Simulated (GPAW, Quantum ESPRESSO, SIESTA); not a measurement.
# Birch–Murnaghan line for zincblende ZnSe, QE, PBE

Calculated with Quantum ESPRESSO 7.5: PBE; plane waves, GBRV 1.5 ultrasoft, 45/270 Ry; k-mesh 7×7×7. The volume is changed in steps from typed lattice constants. V0 = 23.541 Å³ an atom is where a Birch–Murnaghan fit to this level's pressures, the withheld one apart, crosses zero; rows within 2.5 % of V0 are left out, since F is ill-conditioned there. The typed cell is scaled evenly, with no relaxation, and each row is a single point.

```
volume (Å³/atom)  pressure (GPa)
          21.749           5.343
          22.221           3.741
          22.694           2.274
          24.586           -2.41
          25.058               ?
          25.531          -4.024
```

Task: Fit the third-order Birch–Murnaghan equation to the rows given and interpolate to the withheld row.

Worked fit:

Take the Eulerian strain f = ½[(V0/V)^(2/3) − 1] and the normalised pressure F = P / [3f(1 + 2f)^(5/2)]. The third-order Birch–Murnaghan equation is then the line F = B0 + (3/2)B0(B′ − 4) f, so u = f and v = F.

```
     u = f  v = F (GPa)
 0.0271009      57.5932
 0.0196101      57.7589
 0.0123647      57.6714
-0.0142703      60.5204
-0.0263313      58.3181
```

With n = 5: mean u = 0.00369483, mean v = 58.3724, Σ(u − ū)² = 0.0021006, Σ(u − ū)(v − v̄) = -0.071039. Slope b = -0.071039 / 0.0021006 = -33.818; intercept a = v̄ − b ū = 58.497.

So B0 = 58.50 GPa and B′ = 4 + 2b/(3a) = 3.61. At the withheld volume f = -0.02039, F = 59.19 GPa, and P = 3f(1 + 2f)^(5/2) F.

Prediction at 25.058: -3.262 GPa. The run gave -3.265 GPa, so the fit is high by 0.0026 GPa (0.078 % of the value).

A fit to this level's energies over the whole scan gives V0 = 23.598 Å³, B0 = 56.59 GPa and B′ = 4.57. Among the rows given, the largest miss of the fit is at 25.531, by 0.074 GPa (0.79 % of the range of the table).

Limits: The nuclei are static. The DFT runs use Fermi–Dirac occupations of width 0.01 eV, and energies are free energies. The pressures scatter by 0.04 GPa r.m.s. about a smooth curve, which shows enlarged in F and loosens B′.

[Logs are printed without paths, hosts, clocks, repeated set-up lines and the standing remarks that a program may print on its own settings, such as how far it seeks lower states.]

[Hosts, paths, dates, database ids (printed as entryN), source tags and the programs' standing remarks are cut or masked in the printed files.]
